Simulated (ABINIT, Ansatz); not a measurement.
# AlBiSe3 (Pm-3m): zone-centre phonons, part 2 of 4

Aim: the zone-centre modes of AlBiSe3 (Pm-3m).

ABINIT 10.8.3; DFT LDA, scalar-relativistic, plane waves, HGH norm-conserving pseudopotentials.

So far. Step 2 (Relaxation): The volume changes by +0.9 % from the cell with which this run began. Step 3 (Self-consistent run for the response): The cell stands at -1.1 GPa: the relaxation ran with a smoothed and higher cutoff, and the difference is a stress of the finite basis. The relaxed cell has a = 4.825 Å (conventional setting).

The structure was built from a prototype and need not be the compound's stable phase.

### Step 4. Zone-centre response

At q = 0 one unit cell holds all displacements. The response is solved for single atoms along the cell's directions, and symmetry skips those that follow from others. The crystal is treated as a metal, which screens a static field, so no field response is asked.

Contents of dfpt_gamma.abi:

```

# common to the responses
getwfk_filepath "gso_WFK"
kptopt 2
nqpt 1
qpt 0.0 0.0 0.0
asr 0
chneut 0

# displacements
rfphon 1
rfatpol 1 5
rfdir 1 1 1
tolvrs 1.0d-10
prtwf 0

# basis, mesh and filling
ecut 20.0
ixc 7
ngkpt 6 6 6
nshiftk 1
shiftk 0.0 0.0 0.0
istwfk *1
occopt 3
tsmear 0.01
nband 20
nstep 100
diemac 1000000.0
prtebands 0
prtgsr 0

# cell and atoms
acell 3*1.0 Angstrom
rprim 
    4.825154544 0.0 0.0
    0.0 4.825154544 0.0
    0.0 0.0 4.825154544
ntypat 3
znucl 83 13 34
natom 5
typat 1 2 3 3 3
xred 
    0.0 0.0 0.0
    0.5 0.5 0.5
    0.5 0.5 0.0
    0.5 0.0 0.5
    0.0 0.5 0.5
pp_dirpath "./pseudo"
pseudos "Bi.hgh, Al.hgh, Se.hgh"
```

On the command line:

```
$ OMP_NUM_THREADS=1 mpirun -n 4 abinit dfpt_gamma.abi > dfpt_gamma.log
```

Numbers of over 12 decimals in the logs are rounded to 6 here.

dfpt_gamma.abo, the main output file:

```text
[banners, grids, parts of the stress and lines that vanish by symmetry left out]
- input  file    -> dfpt_gamma.abi
- output file    -> dfpt_gamma.abo
- root for input  files -> dfpt_gammai
- root for output files -> dfpt_gammao

 Symmetries : space group Pm -3 m (#221); Bravais cP (primitive cubic)
================================================================================
 Values of the parameters that define the memory need of the present run (RF).
     intxc =       0      iscf =       7    lmnmax =       6     lnmax =       6
     mgfft =      40  mpssoang =       3    mqgrid =    3001     natom =       5
  nloc_mem =       1    nspden =       1   nspinor =       1    nsppol =       1
      nsym =      48    n1xccc =       0    ntypat =       3    occopt =       3
   xclevel =       1
-    mband =          20        mffmem =           1         mkmem =          28
-   mkqmem =          28        mk1mem =          28           mpw =        3253
      nfft =       64000          nkpt =         112
- my_mband =          20
================================================================================
================================================================================

--------------------------------------------------------------------------------
------------- Echo of variables that govern the present computation ------------
--------------------------------------------------------------------------------
-
- outvars: echo of selected default values
-   iomode0 =  0 , fftalg0 =312 , wfoptalg0 =  0
-
- outvars: echo of global parameters not present in the input file
-  max_nthreads =    1
-
 -outvars: echo values of preprocessed input variables
 [... echo left out ...]
================================================================================

 chkinp: Checking input parameters for consistency.

[...]
== DATASET  1 ==================================================================
-   mpi_nproc: 4, omp_nthreads: 1 (-1 if OMP is not activated)

--- !DatasetInfo
iteration_state: {dtset: 1, }
dimensions: {natom: 5, nkpt: 112, mband: 20, nsppol: 1, nspinor: 1, nspden: 1, mpw: 3253, }
cutoff_energies: {ecut:  20.0, pawecutdg:  -1.0, }
electrons: {nelect:   2.60000000E+01, charge:   0.00000000E+00, occopt:   3.00000000E+00, tsmear:   1.00000000E-02, }
meta: {optdriver: 1, rfphon: 1, }
...

 mkfilename: getwfk from: gso_WFK

 Exchange-correlation functional for the present dataset will be:
  LDA: Perdew-Wang 92 LSD fit to Ceperley-Alder data - ixc=7
 Citation for XC functional:
  J.P.Perdew and Y.Wang, PRB 45, 13244 (1992)

 Real(R)+Recip(G) space primitive vectors, cartesian coordinates (Bohr,Bohr^-1):
 R(1)=  9.1182206  0.0000000  0.0000000  G(1)=  0.1096705  0.0000000  0.0000000
 R(2)=  0.0000000  9.1182206  0.0000000  G(2)=  0.0000000  0.1096705  0.0000000
 R(3)=  0.0000000  0.0000000  9.1182206  G(3)=  0.0000000  0.0000000  0.1096705
 Unit cell volume ucvol=  7.5810661E+02 bohr^3
 Angles (23,13,12)=  9.00000000E+01  9.00000000E+01  9.00000000E+01 degrees
 setup1 : take into account q-point for computing boxcut.

 getcut: wavevector=  0.0000  0.0000  0.0000  ngfft=  40  40  40
         ecut(hartree)=     20.000   => boxcut(ratio)=   2.17906

--- Pseudopotential description ------------------------------------------------
- pspini: atom type   1  psp file is ./pseudo/Bi.hgh

- pspini: atom type   2  psp file is ./pseudo/Al.hgh

- pspini: atom type   3  psp file is ./pseudo/Se.hgh

   1.45188480E+03                                ecore*ucvol(ha*bohr**3)
--------------------------------------------------------------------------------

 ==>  initialize data related to q vector <==

 The list of irreducible perturbations for this q vector is:
    1)    idir= 1    ipert=   1
    2)    idir= 1    ipert=   2
    3)    idir= 1    ipert=   3
    4)    idir= 3    ipert=   3

[...]
The perturbation idir=   2  ipert=   1 is
 symmetric of a previously calculated perturbation.
 So, its SCF calculation is not needed.

 The perturbation idir=   3  ipert=   1 is
 symmetric of a previously calculated perturbation.
 So, its SCF calculation is not needed.

 The perturbation idir=   2  ipert=   2 is
 symmetric of a previously calculated perturbation.
 So, its SCF calculation is not needed.

 The perturbation idir=   3  ipert=   2 is
 symmetric of a previously calculated perturbation.
 So, its SCF calculation is not needed.

[...]
The perturbation idir=   2  ipert=   5 is
 symmetric of a previously calculated perturbation.
 So, its SCF calculation is not needed.

 The perturbation idir=   3  ipert=   5 is
 symmetric of a previously calculated perturbation.
 So, its SCF calculation is not needed.

--------------------------------------------------------------------------------
 Perturbation wavevector (in red.coord.)   0.000000  0.000000  0.000000
 Perturbation : displacement of atom   1   along direction   1
 Found     8 symmetries that leave the perturbation invariant.

[...]
dfpt_looppert : total number of electrons, from k and k+q
  fully or partially occupied states are    2.600000E+01 and    2.600000E+01.
 Initialisation of the first-order wave-functions :
  ireadwf=   0

--- !BeginCycle
iteration_state: {dtset: 1, }
solver: {iscf: 7, nstep: 100, nline: 4, wfoptalg: 0, }
tolerances: {tolvrs: 1.00E-10, }
...

     iter   2DEtotal(Ha)        deltaE(Ha) residm    vres2
-ETOT  1   59.882225173118     -9.143E+01 3.747E+00 1.852E+05
 ETOT  2  -1.350148     -6.123E+01 3.204E-01 1.579E+03
 ETOT  3  -2.024625     -6.745E-01 4.127E-02 2.444E+02
 ETOT  4  -2.100485     -7.586E-02 3.218E-03 1.234E+00
 ETOT  5  -2.100879     -3.945E-04 3.975E-04 9.399E-04
[...]
At SCF step   11       vres2   =  1.28E-11 < tolvrs=  1.00E-10 =>converged.
[...]
Mean square residual over all n,k,spin=   42.574E-12; max=  18.882E-09

 Thirteen components of 2nd-order total energy (hartree) are
 1,2,3: 0th-order hamiltonian combined with 1st-order wavefunctions
     kin0=   1.26570184E+02 eigvalue=   1.75203761E+00  local=  -2.43016457E+01
 4,5,6: 1st-order hamiltonian combined with 1st and 0th-order wfs
 loc psp =  -1.79884433E+02  Hartree=   3.19626660E+01     xc=  -1.45122997E+01
 note that "loc psp" includes a xc core correction that could be resolved
 7,8,9: eventually, occupation + non-local contributions
    edocc=   1.35972166E+01     enl0=   1.83483816E+01   enl1=  -1.26948648E+02
 1-9 gives the relaxation energy (to be shifted if some occ is /=2.0)
   erelax=  -1.53416541E+02
 10,11,12 Non-relaxation  contributions : frozen-wavefunctions and Ewald
 fr.local=   4.05918487E+01 fr.nonlo=   6.24881980E+01  Ewald=   4.82356142E+01
 13,14 Frozen wf xc core corrections (1) and (2)
 frxc 1  =   0.00000000E+00  frxc 2 =   0.00000000E+00
 Resulting in :
 2DEtotal=   -0.2100879633E+01 Ha. Also 2DEtotal=   -0.571678471403E+02 eV
    (2DErelax=   -1.5341654056E+02 Ha. 2DEnonrelax=    1.5131566093E+02 Ha)
    (  non-var. 2DEtotal :   -2.1008795744E+00 Ha)

[...]
Perturbation wavevector (in red.coord.)   0.000000  0.000000  0.000000
 Perturbation : displacement of atom   2   along direction   1
 Found     8 symmetries that leave the perturbation invariant.

[...]
dfpt_looppert : total number of electrons, from k and k+q
  fully or partially occupied states are    2.600000E+01 and    2.600000E+01.
 Initialisation of the first-order wave-functions :
  ireadwf=   0

--- !BeginCycle
iteration_state: {dtset: 1, }
solver: {iscf: 7, nstep: 100, nline: 4, wfoptalg: 0, }
tolerances: {tolvrs: 1.00E-10, }
...

     iter   2DEtotal(Ha)        deltaE(Ha) residm    vres2
-ETOT  1   50.983258189053     -8.277E+00 5.659E-01 1.176E+05
[...]
At SCF step   11       vres2   =  2.29E-11 < tolvrs=  1.00E-10 =>converged.
[...]
Mean square residual over all n,k,spin=   47.453E-11; max=  26.064E-08

 Thirteen components of 2nd-order total energy (hartree) are
 1,2,3: 0th-order hamiltonian combined with 1st-order wavefunctions
     kin0=   5.94146950E+01 eigvalue=  -3.36609109E-01  local=  -5.11977830E+01
 4,5,6: 1st-order hamiltonian combined with 1st and 0th-order wfs
 loc psp =   1.82638581E+01  Hartree=   1.47361151E+01     xc=  -4.25035482E+00
 note that "loc psp" includes a xc core correction that could be resolved
 7,8,9: eventually, occupation + non-local contributions
    edocc=   2.98839725E+00     enl0=   3.21337087E+01   enl1=  -1.25240197E+02
 1-9 gives the relaxation energy (to be shifted if some occ is /=2.0)
   erelax=  -5.34881694E+01
 10,11,12 Non-relaxation  contributions : frozen-wavefunctions and Ewald
 fr.local=  -5.78375912E+01 fr.nonlo=   8.54000077E+01  Ewald=   3.16976894E+01
 13,14 Frozen wf xc core corrections (1) and (2)
 frxc 1  =   0.00000000E+00  frxc 2 =   0.00000000E+00
 Resulting in :
 2DEtotal=    0.5771936453E+01 Ha. Also 2DEtotal=    0.157062392210E+03 eV
    (2DErelax=   -5.3488169384E+01 Ha. 2DEnonrelax=    5.9260105837E+01 Ha)
    (  non-var. 2DEtotal :    5.7719365645E+00 Ha)

[...]
Perturbation wavevector (in red.coord.)   0.000000  0.000000  0.000000
 Perturbation : displacement of atom   3   along direction   1
 Found     4 symmetries that leave the perturbation invariant.

[...]
dfpt_looppert : total number of electrons, from k and k+q
  fully or partially occupied states are    2.600000E+01 and    2.600000E+01.
 Initialisation of the first-order wave-functions :
  ireadwf=   0

--- !BeginCycle
iteration_state: {dtset: 1, }
solver: {iscf: 7, nstep: 100, nline: 4, wfoptalg: 0, }
tolerances: {tolvrs: 1.00E-10, }
...

     iter   2DEtotal(Ha)        deltaE(Ha) residm    vres2
-ETOT  1   262.71129101180     -2.202E+02 7.366E+00 6.787E+05
[...]
At SCF step   11       vres2   =  7.87E-11 < tolvrs=  1.00E-10 =>converged.
[...]
Mean square residual over all n,k,spin=   59.605E-11; max=  27.424E-08

 Thirteen components of 2nd-order total energy (hartree) are
 1,2,3: 0th-order hamiltonian combined with 1st-order wavefunctions
     kin0=   4.76036262E+02 eigvalue=  -4.06952138E+00  local=  -2.71497599E+02
 4,5,6: 1st-order hamiltonian combined with 1st and 0th-order wfs
 loc psp =  -2.44375813E+02  Hartree=   1.24565069E+02     xc=  -4.37139336E+01
 note that "loc psp" includes a xc core correction that could be resolved
 7,8,9: eventually, occupation + non-local contributions
    edocc=   1.91855208E+01     enl0=   1.83410630E+02   enl1=  -7.23457042E+02
 1-9 gives the relaxation energy (to be shifted if some occ is /=2.0)
   erelax=  -4.83916426E+02
 10,11,12 Non-relaxation  contributions : frozen-wavefunctions and Ewald
 fr.local=   9.65558031E+01 fr.nonlo=   3.63785509E+02  Ewald=   2.25826148E+01
 13,14 Frozen wf xc core corrections (1) and (2)
 frxc 1  =   0.00000000E+00  frxc 2 =   0.00000000E+00
 Resulting in :
 2DEtotal=   -0.9924994391E+00 Ha. Also 2DEtotal=   -0.270072855863E+02 eV
    (2DErelax=   -4.8391642607E+02 Ha. 2DEnonrelax=    4.8292392663E+02 Ha)
    (  non-var. 2DEtotal :   -9.9250045761E-01 Ha)

[...]
Perturbation wavevector (in red.coord.)   0.000000  0.000000  0.000000
 Perturbation : displacement of atom   3   along direction   3
 Found     8 symmetries that leave the perturbation invariant.

--------------------------------------------------------------------------------

--------------------------------------------------------------------------------

 dfpt_looppert : total number of electrons, from k and k+q
  fully or partially occupied states are    2.600000E+01 and    2.600000E+01.
 Initialisation of the first-order wave-functions :
  ireadwf=   0

--- !BeginCycle
iteration_state: {dtset: 1, }
solver: {iscf: 7, nstep: 100, nline: 4, wfoptalg: 0, }
tolerances: {tolvrs: 1.00E-10, }
...

     iter   2DEtotal(Ha)        deltaE(Ha) residm    vres2
-ETOT  1   347.26562267828     -1.645E+02 1.253E+00 8.383E+05
[...]
ETOT 10   11.131994659866     -1.131E-11 6.104E-07 8.189E-09
 ETOT 11   11.131994659866      5.684E-13 2.183E-07 9.572E-11

 At SCF step   11       vres2   =  9.57E-11 < tolvrs=  1.00E-10 =>converged.
[...]
Mean square residual over all n,k,spin=   75.316E-11; max=  21.828E-08

 Thirteen components of 2nd-order total energy (hartree) are
 1,2,3: 0th-order hamiltonian combined with 1st-order wavefunctions
     kin0=   4.64982437E+02 eigvalue=   8.67722360E-01  local=  -2.62144340E+02
 4,5,6: 1st-order hamiltonian combined with 1st and 0th-order wfs
 loc psp =  -2.30536196E+02  Hartree=   1.36386388E+02     xc=  -4.47140244E+01
 note that "loc psp" includes a xc core correction that could be resolved
 7,8,9: eventually, occupation + non-local contributions
    edocc=   3.24397317E+01     enl0=   1.72839174E+02   enl1=  -7.70777981E+02
 1-9 gives the relaxation energy (to be shifted if some occ is /=2.0)
   erelax=  -5.00657088E+02
 10,11,12 Non-relaxation  contributions : frozen-wavefunctions and Ewald
 fr.local=   2.08514736E+00 fr.nonlo=   3.89489916E+02  Ewald=   1.20214019E+02
 13,14 Frozen wf xc core corrections (1) and (2)
 frxc 1  =   0.00000000E+00  frxc 2 =   0.00000000E+00
 Resulting in :
 2DEtotal=    0.1113199466E+02 Ha. Also 2DEtotal=    0.302917006378E+03 eV
    (2DErelax=   -5.0065708829E+02 Ha. 2DEnonrelax=    5.1178908295E+02 Ha)
    (  non-var. 2DEtotal :    1.1131994731E+01 Ha)

[...]
---- first-order wavefunction calculations are completed ----

 ==> Compute Derivative Database <==

 [... matrices left out ...]
  Phonon wavevector (reduced coordinates) :  0.00000  0.00000  0.00000
 Phonon energies in Hartree :
  -4.169765E-04 -4.169765E-04 -4.169765E-04 -3.270170E-04 -3.270170E-04
  -3.270170E-04  1.721437E-05  1.721437E-05  1.721437E-05  2.328068E-04
   2.328068E-04  2.328068E-04  1.528336E-03  1.528336E-03  1.528336E-03
 Phonon frequencies in cm-1    :
- -9.151575E+01 -9.151575E+01 -9.151575E+01 -7.177194E+01 -7.177194E+01
- -7.177194E+01  3.778116E+00  3.778116E+00  3.778117E+00  5.109520E+01
-  5.109520E+01  5.109520E+01  3.354309E+02  3.354309E+02  3.354309E+02

== END DATASET(S) ==============================================================
================================================================================

 -outvars: echo values of variables after computation
            acell      1.8897261259E+00  1.8897261259E+00  1.8897261259E+00 Bohr
           etotal      1.1131994660E+01
            fcart      0.0000000000E+00  0.0000000000E+00  0.0000000000E+00
           strten      0.0000000000E+00  0.0000000000E+00  0.0000000000E+00
================================================================================
```

Elapsed: 2.2 min, on 4 MPI ranks of Intel Xeon 6975P-C (Granite Rapids), shared host; 8.7 min of CPU time.

Numbers from this step:

| Property | Result |
| --- | --- |
| largest acoustic frequency at the zone centre before the sum rule | 3.78 cm⁻¹ |
| highest optical zone-centre mode (no LO-TO term) | 335.4 cm⁻¹ |
| lowest optical zone-centre mode | -91.52 cm⁻¹ |

The acoustic modes at Γ come out as far as 3.8 cm⁻¹ from zero, where they should vanish, a small numerical error. The lowest optical mode is imaginary, 92i cm⁻¹, an instability at this level and on this k mesh.

(Continued in part 3 of 4.)

[Host names and launcher messages were left out of these logs when they were recorded.]

[Logs are printed without paths, hosts, clocks, repeated set-up lines and the standing remarks that a program may print on its own settings, such as how far it seeks lower states.]

[Hosts, paths, dates, database ids (printed as entryN), source tags and the programs' standing remarks are cut or masked in the printed files.]
